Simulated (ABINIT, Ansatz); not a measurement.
## YbP (Fm-3m): from the cell to the phonon bands

How does YbP (Fm-3m) vibrate, and is this structure a minimum?

Method: DFT PBEsol, scalar-relativistic, plane waves, PseudoDojo norm-conserving, 4f in core pseudopotentials (the lanthanide files made for PBE), in ABINIT 10.8.3.

Most raw output is cut from this account.

### 1. Set-up

The structure is cubic, space group Fm-3m (No. 225). The conventional cell has a = 5.551 Å, b = 5.551 Å, c = 5.551 Å, α = 90.00°, β = 90.00°, γ = 90.00°. Yb has 6 P at 2.78 Å nearest. P has 6 Yb at 2.78 Å nearest. Farther neighbours are not listed.

### 2. A first look

A first run with smearing and empty bands tells whether the crystal has a gap, which decides between fixed occupations and smearing later on.

The input, probe.abi:

```
# ground state
tolvrs 1.0d-08
prtden 1
prtwf 1

# basis, mesh and filling
ecut 19.0
ixc -116133
ngkpt 6 6 6
nshiftk 1
shiftk 0.0 0.0 0.0
istwfk *1
occopt 7
tsmear 0.005
nband 14
nstep 100
diemac 9.0
prtebands 0
prtgsr 0

# cell and atoms
acell 3*1.0 Angstrom
rprim 
    0.0 2.77575 2.77575
    2.77575 0.0 2.77575
    2.77575 2.77575 0.0
ntypat 2
znucl 70 15
natom 2
typat 1 2
xred 
    0.5 0.5 0.5
    0.0 0.0 0.0
pp_dirpath "./pseudo"
pseudos "Yb.upf, P.upf"
```

The run is started by

```sh
$ OMP_NUM_THREADS=1 mpirun -n 4 abinit probe.abi > probe.log
```

It took 3.7 s on 4 MPI ranks of Arm Neoverse V2, shared host.

This step gave:

| Quantity | Value |
| --- | --- |
| volume per atom | 21.39 Å³ |
| pressure | -6.614 GPa |
| gap on the k-mesh | 0 eV |

No gap opens on this mesh, so smearing is kept; the printed pressure holds the stress of the finite basis too.

### 3. Relaxing the cell and atoms

The harmonic expansion needs vanishing forces, and a free crystal bears no stress, so cell and atoms are brought to rest. Stress is more sensitive to the basis than forces are: the last 3 Ha under the cutoff are smoothed with ecutsm, and the cutoff is raised above that of the later runs.

The input, relax.abi:

```
# relaxation
ionmov 2
optcell 2
dilatmx 1.08
ntime 40
tolmxf 1.0d-05
tolvrs 1.0d-14
prtwf 0
prtden 0
chksymtnons 0

# basis, mesh and filling
ecut 25.0
ecutsm 3.0
ixc -116133
ngkpt 8 8 8
nshiftk 1
shiftk 0.0 0.0 0.0
istwfk *1
occopt 7
tsmear 0.01
nband 14
nstep 100
diemac 1000000.0
prtebands 0
prtgsr 0

# cell and atoms
acell 3*1.0 Angstrom
rprim 
    0.0 2.77575 2.77575
    2.77575 0.0 2.77575
    2.77575 2.77575 0.0
ntypat 2
znucl 70 15
natom 2
typat 1 2
xred 
    0.5 0.5 0.5
    0.0 0.0 0.0
pp_dirpath "./pseudo"
pseudos "Yb.upf, P.upf"
```

The run is started by

```sh
$ OMP_NUM_THREADS=1 mpirun -n 4 abinit relax.abi > relax.log
```

Wall time 41 s (4 MPI ranks); 2.7 min of CPU time.

Relaxation path:

```
step  energy less that of the first step (eV)  largest force (eV/Å)  volume (Å³)
   1                                   0.0000                0.0000        42.77
   2                                  -0.0076                0.0000        42.35
   3                                  -0.0162                0.0000        41.19
   4                                  -0.0162                0.0000        41.24
   5                                  -0.0162                0.0000        41.24
```

```
conventional cell, symmetrised  before  after  change
                         a (Å)   5.551  5.484  -1.2 %
                         b (Å)   5.551  5.484  -1.2 %
                         c (Å)   5.551  5.484  -1.2 %
              volume (Å³/atom)   21.39  20.62  -3.6 %
```

Final coordinates:

```xyz
2
Lattice="0.0000 2.7421 2.7421 2.7421 0.0000 2.7421 2.7421 2.7421 0.0000" Properties=species:S:1:pos:R:3 pbc="T T T"
Yb    2.7421    2.7421    2.7421
P     0.0000    0.0000    0.0000
```

This step gave:

```yaml
volume_per_atom: 20.62 Å³
pressure: -2.51e-6 GPa
```

The volume changes by -3.6 % in this run and stands -3.6 % from the first cell.

### 4. Ground state

The response is built on these wavefunctions, so the potential is converged far more tightly than an energy would need. Smearing stays on, as the first look found no gap above 0.3 eV.

The input, gs.abi:

```
# ground state
tolvrs 1.0d-16
prtden 1
prtwf 1

# basis, mesh and filling
ecut 19.0
ixc -116133
ngkpt 8 8 8
nshiftk 1
shiftk 0.0 0.0 0.0
istwfk *1
occopt 7
tsmear 0.01
nband 14
nstep 100
diemac 1000000.0
prtebands 0
prtgsr 0

# cell and atoms
acell 3*1.0 Angstrom
rprim 
    0.0 2.742088766 2.742088766
    2.742088766 0.0 2.742088766
    2.742088766 2.742088766 0.0
ntypat 2
znucl 70 15
natom 2
typat 1 2
xred 
    0.5 0.5 0.5
    0.0 0.0 0.0
pp_dirpath "./pseudo"
pseudos "Yb.upf, P.upf"
```

The run is started by

```sh
$ OMP_NUM_THREADS=1 mpirun -n 4 abinit gs.abi > gs.log
```

It took 6.2 s on 4 MPI ranks.

Numbers from this step:

```
pressure : -3.586 GPa
```

The cell stands at -3.6 GPa: the relaxation ran with a smoothed and higher cutoff, and the difference is a stress of the finite basis. A stress of this size shows a cutoff too low for these files.

### 5. Linear response at Γ

At q = 0 one unit cell holds all displacements. The response is solved for single atoms along the cell's directions, and symmetry skips those that follow from others. The crystal is treated as a metal, which screens a static field, so no field response is asked.

The input, dfpt_gamma.abi:

```

# common to the responses
getwfk_filepath "gso_WFK"
kptopt 2
nqpt 1
qpt 0.0 0.0 0.0
asr 0
chneut 0

# displacements
rfphon 1
rfatpol 1 2
rfdir 1 1 1
tolvrs 1.0d-10
prtwf 0
prtpot 1

# basis, mesh and filling
ecut 19.0
ixc -116133
ngkpt 8 8 8
nshiftk 1
shiftk 0.0 0.0 0.0
istwfk *1
occopt 7
tsmear 0.01
nband 14
nstep 100
diemac 1000000.0
prtebands 0
prtgsr 0

# cell and atoms
acell 3*1.0 Angstrom
rprim 
    0.0 2.742088766 2.742088766
    2.742088766 0.0 2.742088766
    2.742088766 2.742088766 0.0
ntypat 2
znucl 70 15
natom 2
typat 1 2
xred 
    0.5 0.5 0.5
    0.0 0.0 0.0
pp_dirpath "./pseudo"
pseudos "Yb.upf, P.upf"
```

The run is started by

```sh
$ OMP_NUM_THREADS=1 mpirun -n 4 abinit dfpt_gamma.abi > dfpt_gamma.log
```

Elapsed: 26 s, on 4 MPI ranks.

Read from the output:

| Item | Value |
| --- | --- |
| largest acoustic frequency at the zone centre before the sum rule | -0.5 cm⁻¹ |
| highest optical zone-centre mode (no LO-TO term) | 252.2 cm⁻¹ |
| lowest optical zone-centre mode | 252.2 cm⁻¹ |

The acoustic modes at Γ come out as far as 0.5 cm⁻¹ from zero, where they should vanish, a small numerical error.

### 6. Linear response on the mesh

Linear response treats each wavevector of the 2×2×2 mesh in the unit cell; the first-order potentials are kept for the electron-phonon matrix elements.

The input, dfpt_q.abi:

```
ndtset 2

# wavevectors
qpt1 0.5 0.0 0.0
qpt2 0.5 0.5 0.0

# displacements
getwfk_filepath "gso_WFK"
getwfq_filepath "gso_WFK"
kptopt 3
nqpt 1
rfphon 1
rfatpol 1 2
rfdir 1 1 1
tolvrs 1.0d-10
prtwf 0
prtpot 1

# basis, mesh and filling
ecut 19.0
ixc -116133
ngkpt 8 8 8
nshiftk 1
shiftk 0.0 0.0 0.0
istwfk *1
occopt 7
tsmear 0.01
nband 14
nstep 100
diemac 1000000.0
prtebands 0
prtgsr 0

# cell and atoms
acell 3*1.0 Angstrom
rprim 
    0.0 2.742088766 2.742088766
    2.742088766 0.0 2.742088766
    2.742088766 2.742088766 0.0
ntypat 2
znucl 70 15
natom 2
typat 1 2
xred 
    0.5 0.5 0.5
    0.0 0.0 0.0
pp_dirpath "./pseudo"
pseudos "Yb.upf, P.upf"
```

The run is started by

```sh
$ OMP_NUM_THREADS=1 mpirun -n 4 abinit dfpt_q.abi > dfpt_q.log
```

Elapsed: 4.6 min, on 4 MPI ranks.

Read from the output:

- lowest mode on the q mesh (acoustic ones at the zone centre apart): 86.15 cm⁻¹

Frequencies (cm⁻¹) before the sum rule at the irreducible wavevectors but Γ, which is solved apart; negative means imaginary. Frequencies by wavevector:

```
q (fractions)  star  mode 1  mode 2  mode 3  mode 4  mode 5  mode 6
      0.5 0 0     4   102.8   102.8   159.2     268     268     323
    0.5 0.5 0     3   86.15   86.15   107.3   260.5   260.5   296.5
```

### 7. Interpolated phonon bands

anaddb transforms the dynamical matrices to force constants and back along the path; points of the mesh come back as solved, but for the sum rule and, in polar crystals, the LO-TO term at Γ; the rest is interpolation.

The input, anaddb.abi:

```
ddb_filepath "all_DDB"
output_file "anaddb.abo"
outdata_prefix "anaddb"
ifcflag 1
ngqpt 2 2 2
nqshft 1
q1shft 0.0 0.0 0.0
asr 1
chneut 0
dipdip 0
dipquad 0
quadquad 0
enunit 0
eivec 0
nph1l 62
qph1l 
    0.0 0.0 0.0 1.0
    0.05 0.0 0.05 1.0
    0.1 0.0 0.1 1.0
    0.15 0.0 0.15 1.0
    0.2 0.0 0.2 1.0
    0.25 0.0 0.25 1.0
    0.3 0.0 0.3 1.0
    0.35 0.0 0.35 1.0
    0.4 0.0 0.4 1.0
    0.45 0.0 0.45 1.0
    0.5 0.0 0.5 1.0
    0.5125 0.025 0.5125 1.0
    0.525 0.05 0.525 1.0
    0.5375 0.075 0.5375 1.0
    0.55 0.1 0.55 1.0
    0.5625 0.125 0.5625 1.0
    0.575 0.15 0.575 1.0
    0.5875 0.175 0.5875 1.0
    0.6 0.2 0.6 1.0
    0.6125 0.225 0.6125 1.0
    0.625 0.25 0.625 1.0
    0.375 0.375 0.75 1.0
    0.3375 0.3375 0.675 1.0
    0.3 0.3 0.6 1.0
    0.2625 0.2625 0.525 1.0
    0.225 0.225 0.45 1.0
    0.1875 0.1875 0.375 1.0
    0.15 0.15 0.3 1.0
    0.1125 0.1125 0.225 1.0
    0.075 0.075 0.15 1.0
    0.0375 0.0375 0.075 1.0
    0.0 0.0 0.0 1.0
    0.05 0.05 0.05 1.0
    0.1 0.1 0.1 1.0
    0.15 0.15 0.15 1.0
    0.2 0.2 0.2 1.0
    0.25 0.25 0.25 1.0
    0.3 0.3 0.3 1.0
    0.35 0.35 0.35 1.0
    0.4 0.4 0.4 1.0
    0.45 0.45 0.45 1.0
    0.5 0.5 0.5 1.0
    0.5 0.475 0.525 1.0
    0.5 0.45 0.55 1.0
    0.5 0.425 0.575 1.0
    0.5 0.4 0.6 1.0
    0.5 0.375 0.625 1.0
    0.5 0.35 0.65 1.0
    0.5 0.325 0.675 1.0
    0.5 0.3 0.7 1.0
    0.5 0.275 0.725 1.0
    0.5 0.25 0.75 1.0
    0.5 0.225 0.725 1.0
    0.5 0.2 0.7 1.0
    0.5 0.175 0.675 1.0
    0.5 0.15 0.65 1.0
    0.5 0.125 0.625 1.0
    0.5 0.1 0.6 1.0
    0.5 0.075 0.575 1.0
    0.5 0.05 0.55 1.0
    0.5 0.025 0.525 1.0
    0.5 0.0 0.5 1.0
```

The input, mrgddb.in:

```
all_DDB
merged
3
dfpt_gammao_DDB
dfpt_qo_DS1_DDB
dfpt_qo_DS2_DDB
```

The run is started by

```sh
$ mrgddb < mrgddb.in > mrgddb.log
$ OMP_NUM_THREADS=1 anaddb anaddb.abi > anaddb.log
```

It took 0.52 s on 1 thread.

Read from the output:

```yaml
lowest_frequency_on_the_path: 0 cm⁻¹
```

Anaddb. Phonon branches along the path, in cm⁻¹:

```
    point  branch 1  branch 2  branch 3  branch 4  branch 5  branch 6
        Γ         0         0         0       252       252       252
  halfway        75        75       115       265       265       274
        X        86        86       107       260       260       296
  halfway        88        97       108       261       267       297
        U        93       108       118       261       281       296
jump to K        93       108       118       261       281       296
  halfway        85        87       128       255       276       289
        Γ         0         0         0       252       252       252
  halfway        77        77       118       259       259       288
        L       103       103       159       268       268       323
  halfway       100       104       140       264       279       307
        W       104       104       113       263       288       288
  halfway        94       101       108       262       271       296
        X        86        86       107       260       260       296
```

All branches are real along the path.

### 8. Density of states

Sums over the zone need many more wavevectors than were solved, so the interpolation is sampled on a dense mesh.

The input, anaddb.abi:

```
ddb_filepath "all_DDB"
output_file "anaddb.abo"
outdata_prefix "anaddb"
ifcflag 1
ngqpt 2 2 2
nqshft 1
q1shft 0.0 0.0 0.0
asr 1
chneut 0
dipdip 0
dipquad 0
quadquad 0
prtdos 2
ng2qpt 14 14 14
dosdeltae 4.5563e-06
ntemper 11
temperinc 100.0
tempermin 0.0
```

The run is started by

```sh
$ OMP_NUM_THREADS=1 anaddb anaddb.abi > anaddb.log
```

It took 0.65 s on 1 thread.

Read from the output:

```
share of modes beyond 3i cm⁻¹ on the dense interpolated mesh : 0
zero-point energy per atom                                   : 35.38 meV
heat capacity at 300 K                                       : 22.99 J/(mol atoms K)
vibrational entropy at 300 K                                 : 31.46 J/(mol atoms K)
```

The phonon density of states has structure finer than the step of the table below, so its rows give means over 10 cm⁻¹, whole bins alone (the curve runs from -30 to 352 cm⁻¹). Peaks (cm⁻¹: height): 98.0: 0.132, 262.0: 0.181, 296.0: 0.110.

Tetrahedra. Table of phonon density of states by wavenumber; means over each step:

wavenumber (cm⁻¹), phonon density of states (1/cm⁻¹/cell) and a bar:
```
        0      0.000 
       10      0.000 
       20      0.000 
       30      0.001 
       40      0.001 
       50      0.003 #
       60      0.005 #
       70      0.009 ###
       80      0.017 #####
       90      0.054 ################
      100      0.100 ##############################
      110      0.026 ########
      120      0.025 #######
      130      0.027 ########
      140      0.022 ######
      150      0.009 ###
      160      0.001 
      170      0.000 
      180      0.000 
      190      0.000 
      200      0.000 
      210      0.000 
      220      0.000 
      230      0.000 
      240      0.000 
      250      0.004 #
      260      0.088 ##########################
      270      0.063 ###################
      280      0.045 #############
      290      0.032 ##########
      300      0.046 ##############
      310      0.014 ####
      320      0.004 #
      330      0.000
```

Harmonic thermodynamic functions per atom, summed over the density of states scaled to three modes an atom; melting is ignored. Thermodynamic functions:

```
T (K)  F_vib (meV/atom)  S (J/mol-atom/K)  C_V (J/mol-atom/K)
    0             35.38                 0                   0
   50             34.96             3.004               6.617
  100             31.58             10.11               14.21
  200             14.34             22.51               20.94
  300            -13.87             31.46               22.99
  400            -50.11              38.2               23.81
  500            -92.58             43.56               24.21
  600            -140.1             47.99               24.43
  700            -191.8             51.77               24.56
  800            -247.2             55.06               24.65
  900            -305.8             57.96               24.71
 1000            -367.3             60.57               24.75
```

At 300 K the heat capacity has reached 92 % of the Dulong-Petit value.

### 9. The same in Ansatz

A second program on the same cell, potentials, cutoff and meshes tests the implementation of the phonon response, not its convergence.

This step: DFT PBEsol, scalar-relativistic, plane waves, norm-conserving pseudopotentials, 4f in core (Ansatz 0.2.0).

The input, input.yaml:

```yaml
crystal:
  lattice:
    - [0.0, 2.742088766, 2.742088766]
    - [2.742088766, 0.0, 2.742088766]
    - [2.742088766, 2.742088766, 0.0]
  atoms:
    - { symbol: Yb, position: [0.5, 0.5, 0.5] }
    - { symbol: P, position: [0.0, 0.0, 0.0] }
kpoints:
  mp_grid: { grid: [8, 8, 8] }
hamiltonian:
  xc: pbesol
  pseudopotentials:
    kind: nc
    azcp: { Yb: "pseudopotentials/pbe/nc/lanthanide_3plus/Yb.nc.azcp" }
    accuracy: standard
scf:
  occupations: { method: gaussian, width: 0.27211 }
output:
  eigenvalues: true
basis:
  ecutwfc: 517.016
phonons:
  method: dfpt
  qmesh: [2, 2, 2]
  temperatures: { t_max: 1000, t_step: 50 }
  qpath:
    path:
      - [[0.0, 0.0, 0.0], [0.5, 0.0, 0.5], [0.625, 0.25, 0.625]]
      - [[0.375, 0.375, 0.75], [0.0, 0.0, 0.0], [0.5, 0.5, 0.5], [0.5, 0.25, 0.75], [0.5, 0.0, 0.5]]
    npoints: 10
  electrical_resistivity: { temperatures: [77, 300], mesh: [16, 16, 16] }
```

The run is started by

```sh
$ ansatz run input.yaml --threads 4 --pin off --max-ram 8192MiB --backend cpu --events-out ev --progress --plain --runs-dir out
```

The job ended after 28 s (4 threads; peak memory 0.92 GiB).

This step gave:

```
sum-rule residual before enforcement                               : 1.99e-5 eV/Å²
mean frequency                                                     : 190.4 cm⁻¹
Debye temperature (second moment)                                  : 390 K
logarithmic mean frequency                                         : 167.5 cm⁻¹
lowest mode on the q mesh (acoustic ones at the zone centre apart) : 86.14 cm⁻¹
zero-point energy per atom                                         : 35.42 meV
vibrational entropy at 300 K                                       : 31.43 J/(mol atoms K)
```

### 10. The two compared: ABINIT PseudoDojo and Ansatz, PseudoDojo

Worked out from the results:

```yaml
root_mean_square_difference: 0.03 cm⁻¹
largest_difference: 0.04 cm⁻¹
root_mean_square_difference_on_the_path: 0 cm⁻¹
largest_difference_on_the_path: 0.1 cm⁻¹
```

The interpolated bands of the two lie on top of each other.

At the solved wavevectors the largest difference (acoustic modes at Γ apart) is 0.01 % of the highest mode.

### 11. Summary of results

| Property | Result |
| --- | --- |
| space group after relaxation | Fm-3m |
| volume per atom | 20.6 Å³ |
| highest optical zone-centre mode (no LO-TO term) | 252.2 cm⁻¹ |
| q mesh | 2×2×2 |
| lowest mode on the q mesh (acoustic ones at the zone centre apart) | 86.2 cm⁻¹ |
| zero-point energy per atom | 35.4 meV |
| heat capacity at 300 K | 23.0 J/(mol atoms K) |
| vibrational entropy at 300 K | 31.5 J/(mol atoms K) |
| imaginary modes on the q mesh | none |
| largest difference from Ansatz, PseudoDojo | 0.04 cm⁻¹ |

YbP (Fm-3m) is dynamically stable on the 2×2×2 mesh; its spectrum reaches 323 cm⁻¹. At the PBEsol level the optical modes of YbP (Fm-3m) at the zone centre lie at 252 cm⁻¹. The base run prints -3.6 GPa, mostly the error of a finite basis; the relaxation, with a smoothed and higher cutoff, had brought the cell to rest. An error of this size shows a cutoff that is short for these files. ABINIT PseudoDojo and Ansatz, PseudoDojo agree to 0.04 cm⁻¹ (0.01 % of the highest mode compared) on all solved modes but the acoustic ones at Γ, without the LO-TO term. These are harmonic frequencies at zero temperature: anharmonic shifts and linewidths and thermal expansion are left out. Spin-orbit coupling is left out, which can matter for the heavy elements here. In a metal the frequencies hang on the k mesh and the smearing, most of all near Kohn anomalies. The 4f electrons are frozen in the core as for a trivalent ion, in files made for PBE, so their moments and any magnetic order are left out. Ansatz warns that the cutoff lies 24 % under the one recommended for these files; agreement at one cutoff is not convergence. Electron-phonon sums were run after this but are left out, since no second program bore their λ out within 30 %; a λ that a log prints is not taken as a result. The q mesh stands for a supercell only 7.8 Å across, so branches between the solved wavevectors are rough.

[Host names and launcher messages were left out of these logs when they were recorded.]

[Logs are printed without paths, hosts, clocks, repeated set-up lines and the standing remarks that a program may print on its own settings, such as how far it seeks lower states.]

[Hosts, paths, dates, database ids (printed as entryN), source tags and the programs' standing remarks are cut or masked in the printed files.]
